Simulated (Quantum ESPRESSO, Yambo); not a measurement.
# Quasiparticle gap of ZrSe3 (P2_1/m) in Yambo, part 2 of 3

Aim: the G0W0 gap of ZrSe3 (P2_1/m) on PBEsol, step by step.

Quantum ESPRESSO 7.5 and Yambo 5.3.0; PBEsol and many-body steps on it, plane waves. Known limits of the many-body steps: not at the basis limit; no spin-orbit coupling; coarse k mesh.

So far. Step 2 (Ground state): The gap is indirect, with the least direct gap 0.28 eV higher.

### Step 3. Bands along the symmetry lines

Level of this step: DFT, PBEsol, plane waves, norm-conserving pseudopotentials (Quantum ESPRESSO).

Levels along a band path, at the cheap level, show where the edges lie and whether the meshes to come will hold them.

Contents of pw.in:

```
&control
  calculation = 'bands'
  prefix = 'x'
  outdir = 'o'
  pseudo_dir = 'pseudo'
/
&system
  ibrav = 0
  nat = 8
  ntyp = 2
  ecutwfc = 104.0
  nbnd = 90
  force_symmorphic = .true.
/
&electrons
  conv_thr = 1e-9
  electron_maxstep = 80
  diago_full_acc = .true.
  diago_thr_init = 5e-6
/
ATOMIC_SPECIES
  Zr 91.224 Zr.upf
  Se 78.971 Se.upf
CELL_PARAMETERS angstrom
  5.4109000000 -0.0000000000 -0.0000000000
  -0.0000000000 3.7488000000 0.0000000000
  -1.2294209091 0.0000000000 9.3636349901
ATOMIC_POSITIONS crystal
  Zr 0.2850000000 0.2500000000 0.6560000000
  Zr 0.7150000000 0.7500000000 0.3440000000
  Se 0.7620000000 0.2500000000 0.5540000000
  Se 0.2380000000 0.7500000000 0.4460000000
  Se 0.4560000000 0.2500000000 0.1740000000
  Se 0.5440000000 0.7500000000 0.8260000000
  Se 0.8880000000 0.2500000000 0.1690000000
  Se 0.1120000000 0.7500000000 0.8310000000
K_POINTS crystal
  81
  0.00000000 0.00000000 0.00000000 1
  0.00000000 0.06250000 0.00000000 1
  0.00000000 0.12500000 0.00000000 1
  0.00000000 0.18750000 0.00000000 1
  0.00000000 0.25000000 0.00000000 1
  0.00000000 0.31250000 0.00000000 1
  0.00000000 0.37500000 0.00000000 1
  0.00000000 0.43750000 0.00000000 1
  0.00000000 0.50000000 0.00000000 1
  0.00000000 0.50000000 0.06250000 1
  0.00000000 0.50000000 0.12500000 1
  0.00000000 0.50000000 0.18750000 1
  0.00000000 0.50000000 0.25000000 1
  0.00000000 0.50000000 0.31250000 1
  0.00000000 0.50000000 0.37500000 1
  0.00000000 0.50000000 0.43750000 1
  0.00000000 0.50000000 0.50000000 1
  0.00000000 0.43750000 0.50000000 1
  0.00000000 0.37500000 0.50000000 1
  0.00000000 0.31250000 0.50000000 1
  0.00000000 0.25000000 0.50000000 1
  0.00000000 0.18750000 0.50000000 1
  0.00000000 0.12500000 0.50000000 1
  0.00000000 0.06250000 0.50000000 1
  0.00000000 0.00000000 0.50000000 1
  0.00000000 0.00000000 0.43750000 1
  0.00000000 0.00000000 0.37500000 1
  0.00000000 0.00000000 0.31250000 1
  0.00000000 0.00000000 0.25000000 1
  0.00000000 0.00000000 0.18750000 1
  0.00000000 0.00000000 0.12500000 1
  0.00000000 0.00000000 0.06250000 1
  0.00000000 0.00000000 0.00000000 1
  -0.06250000 0.00000000 0.06250000 1
  -0.12500000 0.00000000 0.12500000 1
  -0.18750000 0.00000000 0.18750000 1
  -0.25000000 0.00000000 0.25000000 1
  -0.31250000 0.00000000 0.31250000 1
  -0.37500000 0.00000000 0.37500000 1
  -0.43750000 0.00000000 0.43750000 1
  -0.50000000 0.00000000 0.50000000 1
  -0.50000000 0.06250000 0.50000000 1
  -0.50000000 0.12500000 0.50000000 1
  -0.50000000 0.18750000 0.50000000 1
  -0.50000000 0.25000000 0.50000000 1
  -0.50000000 0.31250000 0.50000000 1
  -0.50000000 0.37500000 0.50000000 1
  -0.50000000 0.43750000 0.50000000 1
  -0.50000000 0.50000000 0.50000000 1
  -0.43750000 0.50000000 0.43750000 1
  -0.37500000 0.50000000 0.37500000 1
  -0.31250000 0.50000000 0.31250000 1
  -0.25000000 0.50000000 0.25000000 1
  -0.18750000 0.50000000 0.18750000 1
  -0.12500000 0.50000000 0.12500000 1
  -0.06250000 0.50000000 0.06250000 1
  0.00000000 0.50000000 0.00000000 1
  -0.06250000 0.50000000 0.00000000 1
  -0.12500000 0.50000000 0.00000000 1
  -0.18750000 0.50000000 0.00000000 1
  -0.25000000 0.50000000 0.00000000 1
  -0.31250000 0.50000000 0.00000000 1
  -0.37500000 0.50000000 0.00000000 1
  -0.43750000 0.50000000 0.00000000 1
  -0.50000000 0.50000000 0.00000000 1
  -0.50000000 0.43750000 0.00000000 1
  -0.50000000 0.37500000 0.00000000 1
  -0.50000000 0.31250000 0.00000000 1
  -0.50000000 0.25000000 0.00000000 1
  -0.50000000 0.18750000 0.00000000 1
  -0.50000000 0.12500000 0.00000000 1
  -0.50000000 0.06250000 0.00000000 1
  -0.50000000 0.00000000 0.00000000 1
  -0.43750000 0.00000000 0.00000000 1
  -0.37500000 0.00000000 0.00000000 1
  -0.31250000 0.00000000 0.00000000 1
  -0.25000000 0.00000000 0.00000000 1
  -0.18750000 0.00000000 0.00000000 1
  -0.12500000 0.00000000 0.00000000 1
  -0.06250000 0.00000000 0.00000000 1
  0.00000000 0.00000000 0.00000000 1
```

Run with:

```bash
> OMP_NUM_THREADS=1 mpirun -n 16 pw.x -nk 16 -in pw.in > pw.out
```

Output:

```text
[banner, memory and clock lines left out]
Program PWSCF v.7.5 starts

     Atomic positions and unit cell read from directory:
     o/x.save/

     Message from routine setup:
     using ibrav=0 with symmetry is DISCOURAGED, use correct ibrav instead

     G-vector sticks info

     bravais-lattice index     =            0
     lattice parameter (alat)  =      10.2251  a.u.
     unit-cell volume          =    1281.7486 (a.u.)^3
     number of atoms/cell      =            8
     number of atomic types    =            2
     number of electrons       =       168.00
     number of Kohn-Sham states=           90
     kinetic-energy cutoff     =     104.0000  Ry
     charge density cutoff     =     416.0000  Ry
     Exchange-correlation= PBESOL
                           (   1   4  10   8   0   0   0)

     celldm(1)=  10.225119  celldm(2)=   0.000000  celldm(3)=   0.000000
     celldm(4)=   0.000000  celldm(5)=   0.000000  celldm(6)=   0.000000

     crystal axes: (cart. coord. in units of alat)
               a(1) = (   1.000000  -0.000000  -0.000000 )
               a(2) = (  -0.000000   0.692824   0.000000 )
               a(3) = (  -0.227212   0.000000   1.730513 )

     reciprocal axes: (cart. coord. in units 2 pi/alat)
               b(1) = (  1.000000  0.000000  0.131297 )
               b(2) = (  0.000000  1.443369  0.000000 )
               b(3) = (  0.000000  0.000000  0.577863 )
     Pseudo is Norm-conserving + core correction, Zval = 12.0
     Generated using ONCVPSP code by D. R. Hamann
     Using radial grid of 1604 points,  6 beta functions with:
     Pseudo is Norm-conserving + core correction, Zval = 24.0
     Generated using ONCVPSP code by D. R. Hamann
     Using radial grid of 1198 points,  6 beta functions with:
     Zr               12.00    91.22400     Zr( 1.00)
     Se               24.00    78.97100     Se( 1.00)

      2 Sym. Ops., with inversion, found

   Cartesian axes

     site n.     atom                  positions (alat units)
         1        Zr     tau(   1) = (   0.1359490   0.1732059   1.1352168  )
         2        Zr     tau(   2) = (   0.6368391   0.5196178   0.5952966  )
         3        Se     tau(   3) = (   0.6361246   0.1732059   0.9587044  )
         4        Se     tau(   4) = (   0.1366635   0.5196178   0.7718090  )
         5        Se     tau(   5) = (   0.4164651   0.1732059   0.3011093  )
         6        Se     tau(   6) = (   0.3563230   0.5196178   1.4294041  )
         7        Se     tau(   7) = (   0.8496012   0.1732059   0.2924568  )
         8        Se     tau(   8) = (  -0.0768131   0.5196178   1.4380566  )

     number of k points=    81
                       cart. coord. in units 2pi/alat
        k(    1) = (   0.0000000   0.0000000   0.0000000), wk =   0.0246914
        k(    2) = (   0.0000000   0.0902105   0.0000000), wk =   0.0246914
        k(    3) = (   0.0000000   0.1804211   0.0000000), wk =   0.0246914
[...]
[... 69 further rows ...]
        k(   80) = (  -0.0625000   0.0000000  -0.0082061), wk =   0.0246914
        k(   81) = (   0.0000000   0.0000000   0.0000000), wk =   0.0246914

     Dense  grid:   183623 G-vectors     FFT dimensions: (  72,  45, 120)

     The potential is recalculated from file :
     o/x.save/charge-density

     Starting wfcs are   98 randomized atomic wfcs

     Band Structure Calculation

     End of band structure calculation

          k = 0.0000 0.0000 0.0000 ( 22959 PWs)   bands (ev):

  -197.1565-197.1565-197.1419-197.1419-196.3596-196.3596-136.9919-136.9919
  -136.9784-136.9784-136.7591-136.7591-136.7526-136.7526-136.7431-136.7431
  -136.7368-136.7368-136.0461-136.0461-136.0392-136.0392-136.0249-136.0249
   -38.4723 -38.4717 -37.4172 -37.4172 -37.3245 -37.3245 -37.3117 -37.3117
   -37.3064 -37.3063 -37.2790 -37.2790 -37.2707 -37.2706 -37.0860 -37.0858
   -37.0826 -37.0826 -37.0678 -37.0678 -37.0648 -37.0648 -36.4466 -36.4451
[...]
13.5625  13.6668

          k = 0.0000 0.0902 0.0000 ( 22949 PWs)   bands (ev):

[...]
13.5676  13.6584

          k = 0.0000 0.1804 0.0000 ( 22983 PWs)   bands (ev):

[...]
13.5279  13.6495

[...]
k =-0.0625 0.0000 0.0279 ( 22952 PWs)   bands (ev):

[...]
k =-0.1250 0.0000 0.0558 ( 22986 PWs)   bands (ev):

[...]
k =-0.1875 0.0000 0.0837 ( 23002 PWs)   bands (ev):

[...]
k =-0.1250 0.7217 0.0558 ( 22902 PWs)   bands (ev):

[...]
k =-0.0625 0.7217 0.0279 ( 22916 PWs)   bands (ev):

[...]
k = 0.0000 0.7217 0.0000 ( 22922 PWs)   bands (ev):

[...]
k =-0.0625 0.7217-0.0082 ( 22904 PWs)   bands (ev):

[...]
k =-0.1250 0.7217-0.0164 ( 22924 PWs)   bands (ev):

[...]
k =-0.1875 0.7217-0.0246 ( 22926 PWs)   bands (ev):

[...]
k =-0.1250 0.0000-0.0164 ( 22996 PWs)   bands (ev):

[...]
k =-0.0625 0.0000-0.0082 ( 22960 PWs)   bands (ev):

[...]
13.5659  13.8193

          k = 0.0000 0.0000 0.0000 ( 22959 PWs)   bands (ev):

[...]
-136.9784-136.9784-136.7591-136.7591-136.7526-136.7526-136.7431-136.7431
  -136.7368-136.7368-136.0461-136.0461-136.0392-136.0392-136.0249-136.0249
[...]
6.1656   7.3504   7.5153   7.9998   8.5120   9.4022   9.6623   9.8077
     9.8205   9.9269  10.3966  10.5070  11.1681  11.5509  13.1795  13.3778
    13.5625  13.6668

     XML data file, pseudopotentials, collected wavefunctions
```

The job ended after 91 s (16 MPI ranks of Arm Neoverse V1, shared host; peak memory 5 GiB).

This step gave:

| Item | Value |
| --- | --- |
| gap | 0.3146 eV |
| k of the valence top | -0.125, 0, 0 |
| k of the conduction bottom | -0.5, 0.125, 0 |
| least direct gap | 0.5952 eV |

The gap is 0.315 eV, −0.007 eV from the run before at this level.

Electronic bands along the path, in eV, zero at the top of the highest filled band:

```
  point  band 81  band 82  band 83  band 84  band 85  band 86  band 87  band 88
      Γ    -0.69    -0.58    -0.11     0.00     0.66     1.04     2.67     2.87
halfway    -1.29    -1.23    -1.03    -0.89     1.78     2.00     2.71     2.83
      Z    -1.70    -1.70    -1.16    -1.16     2.41     2.41     2.82     2.82
halfway    -1.80    -1.80    -1.15    -1.15     2.43     2.43     2.82     2.82
      D    -1.91    -1.91    -1.15    -1.15     2.44     2.44     2.82     2.82
halfway    -1.23    -1.10    -0.99    -0.91     1.63     2.22     2.67     2.88
      B    -0.69    -0.60    -0.14    -0.10     0.50     1.20     2.68     2.84
halfway    -0.70    -0.59    -0.13    -0.05     0.55     1.15     2.69     2.83
      Γ    -0.69    -0.58    -0.11     0.00     0.66     1.04     2.67     2.87
halfway    -0.87    -0.58    -0.56    -0.09     0.80     1.15     1.83     2.12
      A    -1.47    -0.89    -0.45    -0.42     0.34     0.56     1.16     1.26
halfway    -1.34    -1.19    -1.06    -0.99     0.39     0.57     2.11     2.21
      E    -1.67    -1.67    -1.42    -1.42     0.58     0.58     2.54     2.54
halfway    -1.56    -1.56    -1.28    -1.28     2.27     2.27     2.43     2.43
      Z    -1.70    -1.70    -1.16    -1.16     2.41     2.41     2.82     2.82
halfway    -1.52    -1.52    -1.21    -1.21     2.12     2.12     2.49     2.49
     C2    -1.83    -1.83    -1.33    -1.33     0.57     0.57     2.44     2.44
halfway    -1.30    -1.28    -1.19    -1.00     0.37     0.58     2.05     2.09
     Y2    -0.97    -0.56    -0.38    -0.30     0.33     0.67     1.14     1.23
halfway    -0.57    -0.51    -0.38    -0.06     0.85     1.10     1.84     2.17
      Γ    -0.69    -0.58    -0.11     0.00     0.66     1.04     2.67     2.87
```

### Step 4. Empty states on the mesh, 2×4×2 mesh, 236 bands

The sums over transitions need many empty states on a uniform mesh; this step solves for them.

Contents of pw.in:

```
&control
  calculation = 'nscf'
  prefix = 'x'
  outdir = 'o'
  pseudo_dir = 'pseudo'
/
&system
  ibrav = 0
  nat = 8
  ntyp = 2
  ecutwfc = 104.0
  nbnd = 236
  force_symmorphic = .true.
/
&electrons
  conv_thr = 1e-9
  electron_maxstep = 80
  diago_full_acc = .true.
  diago_thr_init = 5e-6
/
ATOMIC_SPECIES
  Zr 91.224 Zr.upf
  Se 78.971 Se.upf
CELL_PARAMETERS angstrom
  5.4109000000 -0.0000000000 -0.0000000000
  -0.0000000000 3.7488000000 0.0000000000
  -1.2294209091 0.0000000000 9.3636349901
ATOMIC_POSITIONS crystal
  Zr 0.2850000000 0.2500000000 0.6560000000
  Zr 0.7150000000 0.7500000000 0.3440000000
  Se 0.7620000000 0.2500000000 0.5540000000
  Se 0.2380000000 0.7500000000 0.4460000000
  Se 0.4560000000 0.2500000000 0.1740000000
  Se 0.5440000000 0.7500000000 0.8260000000
  Se 0.8880000000 0.2500000000 0.1690000000
  Se 0.1120000000 0.7500000000 0.8310000000
K_POINTS automatic
  2 4 2 0 0 0
```

Run with:

```bash
> OMP_NUM_THREADS=1 mpirun -n 16 pw.x -nk 4 -in pw.in > pw.out
```

Output:

```text
[banner, memory and clock lines left out]
Program PWSCF v.7.5 starts

     Atomic positions and unit cell read from directory:
     o/x.save/

     Message from routine setup:
     using ibrav=0 with symmetry is DISCOURAGED, use correct ibrav instead

     bravais-lattice index     =            0
     lattice parameter (alat)  =      10.2251  a.u.
     unit-cell volume          =    1281.7486 (a.u.)^3
     number of atoms/cell      =            8
     number of atomic types    =            2
     number of electrons       =       168.00
     number of Kohn-Sham states=          236
     kinetic-energy cutoff     =     104.0000  Ry
     charge density cutoff     =     416.0000  Ry
     Exchange-correlation= PBESOL
                           (   1   4  10   8   0   0   0)

     celldm(1)=  10.225119  celldm(2)=   0.000000  celldm(3)=   0.000000
     celldm(4)=   0.000000  celldm(5)=   0.000000  celldm(6)=   0.000000

     crystal axes: (cart. coord. in units of alat)
               a(1) = (   1.000000  -0.000000  -0.000000 )
               a(2) = (  -0.000000   0.692824   0.000000 )
               a(3) = (  -0.227212   0.000000   1.730513 )

     reciprocal axes: (cart. coord. in units 2 pi/alat)
               b(1) = (  1.000000  0.000000  0.131297 )
               b(2) = (  0.000000  1.443369  0.000000 )
               b(3) = (  0.000000  0.000000  0.577863 )
     Pseudo is Norm-conserving + core correction, Zval = 12.0
     Generated using ONCVPSP code by D. R. Hamann
     Using radial grid of 1604 points,  6 beta functions with:
     Pseudo is Norm-conserving + core correction, Zval = 24.0
     Generated using ONCVPSP code by D. R. Hamann
     Using radial grid of 1198 points,  6 beta functions with:
     Zr               12.00    91.22400     Zr( 1.00)
     Se               24.00    78.97100     Se( 1.00)

      2 Sym. Ops., with inversion, found

   Cartesian axes

     site n.     atom                  positions (alat units)
         1        Zr     tau(   1) = (   0.1359490   0.1732059   1.1352168  )
         2        Zr     tau(   2) = (   0.6368391   0.5196178   0.5952966  )
         3        Se     tau(   3) = (   0.6361246   0.1732059   0.9587044  )
         4        Se     tau(   4) = (   0.1366635   0.5196178   0.7718090  )
         5        Se     tau(   5) = (   0.4164651   0.1732059   0.3011093  )
         6        Se     tau(   6) = (   0.3563230   0.5196178   1.4294041  )
         7        Se     tau(   7) = (   0.8496012   0.1732059   0.2924568  )
         8        Se     tau(   8) = (  -0.0768131   0.5196178   1.4380566  )

     number of k points=    12
                       cart. coord. in units 2pi/alat
        k(    1) = (   0.0000000   0.0000000   0.0000000), wk =   0.1250000
        k(    2) = (   0.0000000   0.0000000  -0.2889316), wk =   0.1250000
        k(    3) = (   0.0000000   0.3608421   0.0000000), wk =   0.2500000
[...]
k(   11) = (  -0.5000000  -0.7216843  -0.0656487), wk =   0.1250000
        k(   12) = (  -0.5000000  -0.7216843  -0.3545803), wk =   0.1250000

     Dense  grid:   183623 G-vectors     FFT dimensions: (  72,  45, 120)

     The potential is recalculated from file :
     o/x.save/charge-density

     Starting wfcs are   98 randomized atomic wfcs +  138 random wfcs

     Band Structure Calculation

     End of band structure calculation

          k = 0.0000 0.0000 0.0000 ( 22959 PWs)   bands (ev):

  -197.1565-197.1565-197.1419-197.1419-196.3596-196.3596-136.9919-136.9919
  -136.9784-136.9784-136.7591-136.7591-136.7526-136.7526-136.7431-136.7431
  -136.7368-136.7368-136.0461-136.0461-136.0392-136.0392-136.0249-136.0249
   -38.4723 -38.4717 -37.4172 -37.4172 -37.3246 -37.3245 -37.3117 -37.3117
   -37.3064 -37.3063 -37.2790 -37.2790 -37.2707 -37.2706 -37.0860 -37.0858
   -37.0826 -37.0826 -37.0678 -37.0678 -37.0648 -37.0648 -36.4466 -36.4451
[...]
[... 18 further rows ...]
[...]
52.6819  52.9995  53.0972  53.1315

          k = 0.0000 0.0000-0.2889 ( 23008 PWs)   bands (ev):

[...]
[... 18 further rows ...]
[...]
52.7480  52.9979  53.5160  53.5340

          k = 0.0000 0.3608 0.0000 ( 22961 PWs)   bands (ev):

[...]
-136.9784-136.9784-136.7591-136.7591-136.7526-136.7526-136.7431-136.7431
  -136.7368-136.7368-136.0461-136.0461-136.0392-136.0392-136.0249-136.0249
[...]
6.3942   6.7318   7.1761   7.6777   7.8281   8.7232   8.8591   9.0417
     [... 18 further rows ...]
    50.8740  51.1668  51.2227  51.5438  51.5854  51.7372  52.4071  52.4465
    52.6174  52.9332  53.0618  53.2353

          k = 0.0000 0.3608-0.2889 ( 22962 PWs)   bands (ev):

     [... further k-points ...]

     highest occupied, lowest unoccupied level (ev):    10.5070   10.8367

     XML data file, pseudopotentials, collected wavefunctions
```

Wall time 63 s (16 MPI ranks); peak memory 3 GiB.

This step gave:

```yaml
gap: 0.3296 eV
k_of_the_valence_top: 0, 0, 0
k_of_the_conduction_bottom: -0.5, 0, 0
least_direct_gap: 0.6027 eV
k_points_computed: 12
lowest_point_of_the_top_converged_band_above_the_valence_top: 41.98 eV
```

On this mesh the gap is 0.330 eV.

(Continued in part 3 of 3.)

[Paths, hosts, dates, memory and timing lines, banners, echoed tables and standing remarks are left out of the program output.]

[Logs are printed without paths, hosts, clocks, repeated set-up lines and the standing remarks that a program may print on its own settings, such as how far it seeks lower states.]

[Runs of the session that timed out or met a known fault of the program may be left out.]

[Hosts, paths, dates, database ids (printed as entryN), source tags and the programs' standing remarks are cut or masked in the printed files.]
